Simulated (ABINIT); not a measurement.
# Beyond one shot: Ca2H3Br (P-3m1), part 2 of 3

How far does self-consistency move the gap of Ca2H3Br (P-3m1)?

ABINIT 10.8.3; LDA and many-body steps on it, plane waves. Known limits of the many-body steps: not at the basis limit; no spin-orbit coupling; coarse k mesh.

So far. Step 4 (G0W0): The gap on the mesh goes from 1.39 eV to 3.09 eV, a correction of +1.70 eV. Step 5 (evGW0, cycle 1): Against G0W0 in ABINIT (3×3×2 mesh, 74 bands, screening to 106.1 eV, Godby-Needs plasmon pole), the gap moves by +0.359 eV. This first cycle still uses the starting levels; it takes the full correction, at all points of the mesh, and its linearised value is 3.090 eV.

## (6) evGW0, cycle 2

Level of this step: evGW0 on LDA, plane waves, norm-conserving pseudopotentials (ABINIT).

The corrected levels of the last cycle go back in.

Input file run.abi:

```
acell 3*1.0 Angstrom
rprim 
  3.902939985722 0.000000000020 0.000000000000
  -1.951469992878 3.380045177071 0.000000000000
  0.000000000000 0.000000000000 6.853533590000
ntypat 3
znucl 20 1 35
natom 6
typat 1 1 2 2 2 3
xred 
  0.666666666667 0.333333333333 0.185756080000
  0.333333333333 0.666666666667 0.814243920000
  0.666666666667 0.333333333333 0.850475830000
  0.333333333333 0.666666666667 0.149524170000
  0.000000000000 0.000000000000 0.000000000000
  0.000000000000 0.000000000000 0.500000000000
pp_dirpath "pseudos"
pseudos "Ca.upf, H.upf, Br.upf"
ecut 31
ngkpt 3 3 2
nshiftk 1
shiftk 0 0 0
kptopt 1
chksymbreak 0
istwfk *1
occopt 1
irdwfk 1
optdriver 4
nband 74
gwcalctyp 10
ecutsigx 31
symsigma 1
nkptgw 6
kptgw 
  0.0000000000 0.0000000000 0.0000000000
  0.3333333333 0.0000000000 0.0000000000
  0.3333333333 0.3333333333 0.0000000000
  0.0000000000 0.0000000000 0.5000000000
  0.3333333333 0.0000000000 0.5000000000
  0.3333333333 0.3333333333 0.5000000000
bdgw 
  10 21
  10 21
  10 21
  10 21
  10 21
  10 21
ecuteps 3.9
irdscr 1
ppmodel 1
irdqps 1
indata_prefix "in"
outdata_prefix "out"
tmpdata_prefix "tmp"
```

Run with:

```sh
> OMP_NUM_THREADS=1 mpirun -n 8 abinit run.abi > log
```

Output:

```text
.Version 10.8.3 of ABINIT. v10.8.2 released Aug 2026.

 Symmetries : space group P-3 m 1 (#164); Bravais hP (primitive hexag.)
[... echo of the input left out ...]
== DATASET  1 ==================================================================
-   mpi_nproc: 8, omp_nthreads: 1 (-1 if OMP is not activated)

--- !DatasetInfo
iteration_state: {dtset: 1, }
dimensions: {natom: 6, nkpt: 6, mband: 74, nsppol: 1, nspinor: 1, nspden: 1, mpw: 5073, }
cutoff_energies: {ecut:  31.0, pawecutdg:  -1.0, }
[...]
.  kptgw no:  4; Maximum DeltaE = (   0.052   0.000) for band index: 12
.  kptgw no:  5; Maximum DeltaE = (   0.047  -0.002) for band index: 12
.  kptgw no:  6; Maximum DeltaE = (   0.057  -0.000) for band index: 12

== END DATASET(S) ==============================================================
================================================================================

 -outvars: echo values of variables after computation  --------
           etotal      0.0000000000E+00
            nband          74
             nkpt           6
          spgroup         164
 [... the other variables as echoed above ...]

 Calculation completed.
```

It took 26 s on 8 MPI ranks of Arm Neoverse V1, shared host; peak memory 2 GiB; 3.5 min of CPU time.

Numbers from this step:

* quasiparticle gap on the mesh: 3.281 eV
* gap of the density functional on the mesh: 1.394 eV
* k of the valence top: 0, 0, 0.5
* k of the conduction bottom: 0, 0, 0.5
* least direct quasiparticle gap on the computed points: 3.281 eV

Against the cycle before, the gap moves by −0.168 eV.

## (7) evGW0, cycle 3

run.abi is that of step 6.

Output:

```text
.Version 10.8.3 of ABINIT. v10.8.2 released Aug 2026.

 Symmetries : space group P-3 m 1 (#164); Bravais hP (primitive hexag.)
[... echo of the input left out ...]
== DATASET  1 ==================================================================
-   mpi_nproc: 8, omp_nthreads: 1 (-1 if OMP is not activated)

--- !DatasetInfo
iteration_state: {dtset: 1, }
dimensions: {natom: 6, nkpt: 6, mband: 74, nsppol: 1, nspinor: 1, nspden: 1, mpw: 5073, }
cutoff_energies: {ecut:  31.0, pawecutdg:  -1.0, }
[...]
.  kptgw no:  4; Maximum DeltaE = (  -0.006   0.000) for band index: 12
.  kptgw no:  5; Maximum DeltaE = (  -0.003  -0.002) for band index: 12
.  kptgw no:  6; Maximum DeltaE = (  -0.005  -0.000) for band index: 12

== END DATASET(S) ==============================================================
================================================================================

 -outvars: echo values of variables after computation  --------
           etotal      0.0000000000E+00
            nband          74
             nkpt           6
          spgroup         164
 [... the other variables as echoed above ...]

 Calculation completed.
```

It took 26 s on 8 MPI ranks; peak memory 2 GiB; 3.4 min of CPU time.

Numbers from this step:

```
quasiparticle gap on the mesh                         : 3.294 eV
gap of the density functional on the mesh             : 1.394 eV
k of the valence top                                  : 0, 0, 0.5
k of the conduction bottom                            : 0, 0, 0.5
least direct quasiparticle gap on the computed points : 3.294 eV
```

Against the cycle before, the gap moves by +0.013 eV.

## (8) evGW0, cycle 4

run.abi is that of step 7.

Output:

```text
.Version 10.8.3 of ABINIT. v10.8.2 released Aug 2026.

 Symmetries : space group P-3 m 1 (#164); Bravais hP (primitive hexag.)
[... echo of the input left out ...]
== DATASET  1 ==================================================================
-   mpi_nproc: 8, omp_nthreads: 1 (-1 if OMP is not activated)

--- !DatasetInfo
iteration_state: {dtset: 1, }
dimensions: {natom: 6, nkpt: 6, mband: 74, nsppol: 1, nspinor: 1, nspden: 1, mpw: 5073, }
cutoff_energies: {ecut:  31.0, pawecutdg:  -1.0, }
[...]
.  kptgw no:  4; Maximum DeltaE = (   0.002  -0.000) for band index:  1
.  kptgw no:  5; Maximum DeltaE = (   0.000  -0.002) for band index: 12
.  kptgw no:  6; Maximum DeltaE = (   0.000  -0.000) for band index: 12

== END DATASET(S) ==============================================================
================================================================================

 -outvars: echo values of variables after computation  --------
           etotal      0.0000000000E+00
            nband          74
             nkpt           6
          spgroup         164
 [... the other variables as echoed above ...]

 Calculation completed.
```

It took 26 s on 8 MPI ranks; peak memory 2 GiB; 3.4 min of CPU time.

Numbers from this step:

```
quasiparticle gap on the mesh                         : 3.293 eV
gap of the density functional on the mesh             : 1.394 eV
k of the valence top                                  : 0, 0, 0.5
k of the conduction bottom                            : 0, 0, 0.5
least direct quasiparticle gap on the computed points : 3.293 eV
```

Against the cycle before, the gap moves by −0.001 eV.

## (9) Screening, 3×3×2 mesh, 74 bands, screening to 106.1 eV

This step: RPA screening on LDA, plane waves, norm-conserving pseudopotentials.

run.abi, as its differences from that of step 8:

```diff
@@ -27,26 +27,13 @@
 irdwfk 1
-optdriver 4
+optdriver 3
 nband 74
+ecuteps 3.9
+inclvkb 2
+awtr 1
+symchi 1
 gwcalctyp 10
-ecutsigx 31
-symsigma 1
-nkptgw 6
-kptgw 
-  0.0000000000 0.0000000000 0.0000000000
-  0.3333333333 0.0000000000 0.0000000000
-  0.3333333333 0.3333333333 0.0000000000
-  0.0000000000 0.0000000000 0.5000000000
-  0.3333333333 0.0000000000 0.5000000000
-  0.3333333333 0.3333333333 0.5000000000
-bdgw 
-  10 21
-  10 21
-  10 21
-  10 21
-  10 21
-  10 21
-ecuteps 3.9
-irdscr 1
-ppmodel 1
-irdqps 1
+mbpt_sciss 2.162 eV
+nqptdm 1
+qptdm 
+  0 0 0
 indata_prefix "in"
```

Output:

```text
.Version 10.8.3 of ABINIT. v10.8.2 released Aug 2026.

 Symmetries : space group P-3 m 1 (#164); Bravais hP (primitive hexag.)
[... echo of the input left out ...]
== DATASET  1 ==================================================================
-   mpi_nproc: 8, omp_nthreads: 1 (-1 if OMP is not activated)

--- !DatasetInfo
iteration_state: {dtset: 1, }
dimensions: {natom: 6, nkpt: 6, mband: 74, nsppol: 1, nspinor: 1, nspden: 1, mpw: 5073, }
cutoff_energies: {ecut:  31.0, pawecutdg:  -1.0, }
electrons: {nelect:   3.00000000E+01, charge:   0.00000000E+00, occopt:   1.00000000E+00, tsmear:   1.00000000E-02, }

 SCREENING: Calculation of the susceptibility and dielectric matrices

 Based on a program developped by R.W. Godby, V. Olevano, G. Onida, and L. Reining.
 Incorporated in ABINIT by V. Olevano, G.-M. Rignanese, and M. Torrent.
.Using double precision arithmetic ; gwpc =  8

[... cell and pseudopotentials left out ...]
--------------------------------------------------------------------------------

 ==== K-mesh for the wavefunctions ====
 Number of points in the irreducible wedge :     6
[... list of points left out ...]
 Together with 12 symmetry operations and time-reversal symmetry
 yields    18 points in the full Brillouin Zone.

 ==== Q-mesh for the screening function ====
 Number of points in the irreducible wedge :     6
[... list of points left out ...]
 Together with 12 symmetry operations and time-reversal symmetry
 yields    18 points in the full Brillouin Zone.

 setmesh: FFT mesh size selected  =    24x   24x   45
          total number of points  =        25920

 vcoul_init : cutoff-mode = AUXILIARY_FUNCTION
 q-points for optical limit:   1
     1)      0.000010    0.000020    0.000030

 Dielectric matrix will be calculated only for some
 selected q points provided by the user through the input variables
 nqptdm and qptdm

- screening: taking advantage of time-reversal symmetry
- Maximum band index for partially occupied states nbvw = 15
- Remaining bands to be divided among processors   nbcw = 59
- Number of bands treated by each node ~7

 rdqps: reading QP wavefunctions of the previous step
        looking for file in_QPS
 file not found, 1st iteration initialized with KS eigenelements

 screening : performing a first self-consistency
 update of the energies in W by a scissor operator
 applying a scissor operator of [eV] :   2.162

 Number of electrons calculated from density =   30.0000; Expected =   30.0000
 average of density, n =  0.049169
 r_s =    1.6933
 omega_plasma =   21.3896 [eV]

 calculating chi0 at frequencies [eV] :
  1    0.000000E+00    0.000000E+00
  2    0.000000E+00    2.138964E+01

--------------------------------------------------------------------------------
  q-point number  1        q = ( 0.000000, 0.000000, 0.000000) [r.l.u.]
--------------------------------------------------------------------------------
[... chi0 elements left out ...]
 For q-point:  0.000010 0.000020 0.000030
  dielectric constant =   5.2243
  dielectric constant without local fields =   5.6935

  Average fulfillment of the sum rule on Im[epsilon] for q-point    1 :     68.34  [%]
[... wings left out ...]
== END DATASET(S) ==============================================================
================================================================================

 -outvars: echo values of variables after computation  --------
           etotal      0.0000000000E+00
            nband          74
             nkpt           6
          spgroup         164
 [... the other variables as echoed above ...]

 Calculation completed.
```

The job ended after 5.3 s (8 MPI ranks; peak memory 0.94 GiB; 42 s of CPU time).

Numbers from this step:

```
ε∞ with local fields, on this mesh, along the program's q direction : 5.224
the same without local fields                                       : 5.694
plasma frequency                                                    : 21.39 eV
plane waves in the screening matrix                                 : 245
```

This screening uses the functional's bands under a rigid shift, the mean opening of the cycle before.

## (10) Screening, 3×3×2 mesh, 74 bands, screening to 106.1 eV

This step: RPA screening on LDA from quasiparticle energies, plane waves, norm-conserving pseudopotentials.

run.abi, as its differences from that of step 9:

```diff
@@ -33,7 +33,11 @@
 symchi 1
+irdqps 1
 gwcalctyp 10
-mbpt_sciss 2.162 eV
-nqptdm 1
+nqptdm 5
 qptdm 
-  0 0 0
+  0.3333333333 0.0000000000 0.0000000000
+  0.3333333333 0.3333333333 0.0000000000
+  0.0000000000 0.0000000000 0.5000000000
+  0.3333333333 0.0000000000 0.5000000000
+  0.3333333333 0.3333333333 0.5000000000
 indata_prefix "in"
```

Input file mrgscr.stdin:

```
2
merged
q0_SCR
out_SCR
1
```

Run with:

```sh
> OMP_NUM_THREADS=1 mpirun -n 8 abinit run.abi > log; mrgscr < mrgscr.stdin
```

Output:

```text
.Version 10.8.3 of ABINIT. v10.8.2 released Aug 2026.

 Symmetries : space group P-3 m 1 (#164); Bravais hP (primitive hexag.)
[... echo of the input left out ...]
== DATASET  1 ==================================================================
-   mpi_nproc: 8, omp_nthreads: 1 (-1 if OMP is not activated)

--- !DatasetInfo
iteration_state: {dtset: 1, }
dimensions: {natom: 6, nkpt: 6, mband: 74, nsppol: 1, nspinor: 1, nspden: 1, mpw: 5073, }
cutoff_energies: {ecut:  31.0, pawecutdg:  -1.0, }
[...]
q-point number  1        q = ( 0.333333, 0.000000, 0.000000) [r.l.u.]
--------------------------------------------------------------------------------
[... chi0 elements left out ...]
  Average fulfillment of the sum rule on Im[epsilon] for q-point    2 :     71.06  [%]

--------------------------------------------------------------------------------
  q-point number  2        q = ( 0.333333, 0.333333, 0.000000) [r.l.u.]
--------------------------------------------------------------------------------
[... chi0 elements left out ...]
  Average fulfillment of the sum rule on Im[epsilon] for q-point    3 :     66.87  [%]

 [... 3 further q-points ...]
```

Run time: 6.4 s. Hardware: 8 MPI ranks; peak memory 1 GiB.

Numbers from this step:

| Property | Result |
| --- | --- |
| plasma frequency | 21.39 eV |
| plane waves in the screening matrix | 245 |

This screening reads the quasiparticle levels of the cycle before.

## (11) evGW, cycle 1

This step: evGW on LDA, plane waves, norm-conserving pseudopotentials.

run.abi, as its differences from that of step 10:

```diff
@@ -27,12 +27,10 @@
 irdwfk 1
-optdriver 3
+optdriver 4
 nband 74
-ecuteps 3.9
-inclvkb 2
-awtr 1
-symchi 1
-irdqps 1
 gwcalctyp 10
-nqptdm 5
-qptdm 
+ecutsigx 31
+symsigma 1
+nkptgw 6
+kptgw 
+  0.0000000000 0.0000000000 0.0000000000
   0.3333333333 0.0000000000 0.0000000000
@@ -42,2 +40,13 @@
   0.3333333333 0.3333333333 0.5000000000
+bdgw 
+  10 21
+  10 21
+  10 21
+  10 21
+  10 21
+  10 21
+ecuteps 3.9
+irdscr 1
+ppmodel 1
+irdqps 1
 indata_prefix "in"
```

Run with:

```sh
> OMP_NUM_THREADS=1 mpirun -n 8 abinit run.abi > log
```

Output:

```text
.Version 10.8.3 of ABINIT. v10.8.2 released Aug 2026.

 Symmetries : space group P-3 m 1 (#164); Bravais hP (primitive hexag.)
[... echo of the input left out ...]
== DATASET  1 ==================================================================
-   mpi_nproc: 8, omp_nthreads: 1 (-1 if OMP is not activated)

--- !DatasetInfo
iteration_state: {dtset: 1, }
dimensions: {natom: 6, nkpt: 6, mband: 74, nsppol: 1, nspinor: 1, nspden: 1, mpw: 5073, }
cutoff_energies: {ecut:  31.0, pawecutdg:  -1.0, }
[...]
.  kptgw no:  4; Maximum DeltaE = (  -0.166  -0.000) for band index:  1
.  kptgw no:  5; Maximum DeltaE = (  -0.178   0.000) for band index: 12
.  kptgw no:  6; Maximum DeltaE = (  -0.189   0.000) for band index: 12

== END DATASET(S) ==============================================================
================================================================================

 -outvars: echo values of variables after computation  --------
           etotal      0.0000000000E+00
            nband          74
             nkpt           6
          spgroup         164
 [... the other variables as echoed above ...]

 Calculation completed.
```

Wall time 26 s (8 MPI ranks); peak memory 2 GiB; 3.5 min of CPU time.

This step gave:

* quasiparticle gap on the mesh: 3.648 eV
* gap of the density functional on the mesh: 1.394 eV
* k of the valence top: 0, 0, 0.5
* k of the conduction bottom: 0, 0, 0.5
* least direct quasiparticle gap on the computed points: 3.648 eV

Against G0W0 in ABINIT (3×3×2 mesh, 74 bands, screening to 106.1 eV, Godby-Needs plasmon pole), the gap moves by +0.558 eV.

## (12) Screening, 3×3×2 mesh, 74 bands, screening to 106.1 eV

This step: RPA screening on LDA, plane waves, norm-conserving pseudopotentials.

run.abi, as its differences from that of step 11:

```diff
@@ -27,26 +27,13 @@
 irdwfk 1
-optdriver 4
+optdriver 3
 nband 74
+ecuteps 3.9
+inclvkb 2
+awtr 1
+symchi 1
 gwcalctyp 10
-ecutsigx 31
-symsigma 1
-nkptgw 6
-kptgw 
-  0.0000000000 0.0000000000 0.0000000000
-  0.3333333333 0.0000000000 0.0000000000
-  0.3333333333 0.3333333333 0.0000000000
-  0.0000000000 0.0000000000 0.5000000000
-  0.3333333333 0.0000000000 0.5000000000
-  0.3333333333 0.3333333333 0.5000000000
-bdgw 
-  10 21
-  10 21
-  10 21
-  10 21
-  10 21
-  10 21
-ecuteps 3.9
-irdscr 1
-ppmodel 1
-irdqps 1
+mbpt_sciss 2.574 eV
+nqptdm 1
+qptdm 
+  0 0 0
 indata_prefix "in"
```

Output:

```text
.Version 10.8.3 of ABINIT. v10.8.2 released Aug 2026.

 Symmetries : space group P-3 m 1 (#164); Bravais hP (primitive hexag.)
[... echo of the input left out ...]
== DATASET  1 ==================================================================
-   mpi_nproc: 8, omp_nthreads: 1 (-1 if OMP is not activated)

--- !DatasetInfo
iteration_state: {dtset: 1, }
dimensions: {natom: 6, nkpt: 6, mband: 74, nsppol: 1, nspinor: 1, nspden: 1, mpw: 5073, }
cutoff_energies: {ecut:  31.0, pawecutdg:  -1.0, }
[...]
[... chi0 elements left out ...]
 For q-point:  0.000010 0.000020 0.000030
  dielectric constant =   4.9642
  dielectric constant without local fields =   5.3993

  Average fulfillment of the sum rule on Im[epsilon] for q-point    1 :     69.61  [%]
[... wings left out ...]
== END DATASET(S) ==============================================================
================================================================================

 -outvars: echo values of variables after computation  --------
           etotal      0.0000000000E+00
            nband          74
             nkpt           6
          spgroup         164
 [... the other variables as echoed above ...]

 Calculation completed.
```

Run time: 5.6 s. Hardware: 8 MPI ranks; peak memory 1 GiB; 44 s of CPU time.

This step gave:

| Property | Result |
| --- | --- |
| ε∞ with local fields, on this mesh, along the program's q direction | 4.964 |
| the same without local fields | 5.399 |
| plasma frequency | 21.39 eV |
| plane waves in the screening matrix | 245 |

This screening uses the functional's bands under a rigid shift, the mean opening of the cycle before.

## (13) Screening, 3×3×2 mesh, 74 bands, screening to 106.1 eV

This step: RPA screening on LDA from quasiparticle energies, plane waves, norm-conserving pseudopotentials.

run.abi, as its differences from that of step 12:

```diff
@@ -33,7 +33,11 @@
 symchi 1
+irdqps 1
 gwcalctyp 10
-mbpt_sciss 2.574 eV
-nqptdm 1
+nqptdm 5
 qptdm 
-  0 0 0
+  0.3333333333 0.0000000000 0.0000000000
+  0.3333333333 0.3333333333 0.0000000000
+  0.0000000000 0.0000000000 0.5000000000
+  0.3333333333 0.0000000000 0.5000000000
+  0.3333333333 0.3333333333 0.5000000000
 indata_prefix "in"
```

mrgscr.stdin is that of step 10.

Run with:

```sh
> OMP_NUM_THREADS=1 mpirun -n 8 abinit run.abi > log; mrgscr < mrgscr.stdin
```

Output:

```text
.Version 10.8.3 of ABINIT. v10.8.2 released Aug 2026.

 Symmetries : space group P-3 m 1 (#164); Bravais hP (primitive hexag.)
[... echo of the input left out ...]
== DATASET  1 ==================================================================
-   mpi_nproc: 8, omp_nthreads: 1 (-1 if OMP is not activated)

--- !DatasetInfo
iteration_state: {dtset: 1, }
dimensions: {natom: 6, nkpt: 6, mband: 74, nsppol: 1, nspinor: 1, nspden: 1, mpw: 5073, }
cutoff_energies: {ecut:  31.0, pawecutdg:  -1.0, }
[...]
q-point number  1        q = ( 0.333333, 0.000000, 0.000000) [r.l.u.]
--------------------------------------------------------------------------------
[... chi0 elements left out ...]
  Average fulfillment of the sum rule on Im[epsilon] for q-point    2 :     71.97  [%]

--------------------------------------------------------------------------------
  q-point number  2        q = ( 0.333333, 0.333333, 0.000000) [r.l.u.]
--------------------------------------------------------------------------------
[... chi0 elements left out ...]
  Average fulfillment of the sum rule on Im[epsilon] for q-point    3 :     67.54  [%]

 [... 3 further q-points ...]
```

It took 7.1 s on 8 MPI ranks; peak memory 1 GiB; 56 s of CPU time.

Numbers from this step:

```yaml
plasma_frequency: 21.39 eV
plane_waves_in_the_screening_matrix: 245
```

This screening reads the quasiparticle levels of the cycle before.

(Continued in part 3 of 3.)

[Paths, hosts, dates, memory and timing lines, banners, echoed tables and standing remarks are left out of the program output.]

[Logs are printed without paths, hosts, clocks, repeated set-up lines and the standing remarks that a program may print on its own settings, such as how far it seeks lower states.]

[Runs of the session that timed out or met a known fault of the program may be left out.]

[Hosts, paths, dates, database ids (printed as entryN), source tags and the programs' standing remarks are cut or masked in the printed files.]

[G0W0 gaps are taken among the corrected bands and points alone; a level outside them can change the order at an edge.]

[Where Ansatz stands beside ABINIT at settings called matched, ABINIT's density can come from a denser mesh and the files from another edition; pairs whose starting gaps differed by over 0.03 eV were left out, so agreement reads better than it is.]
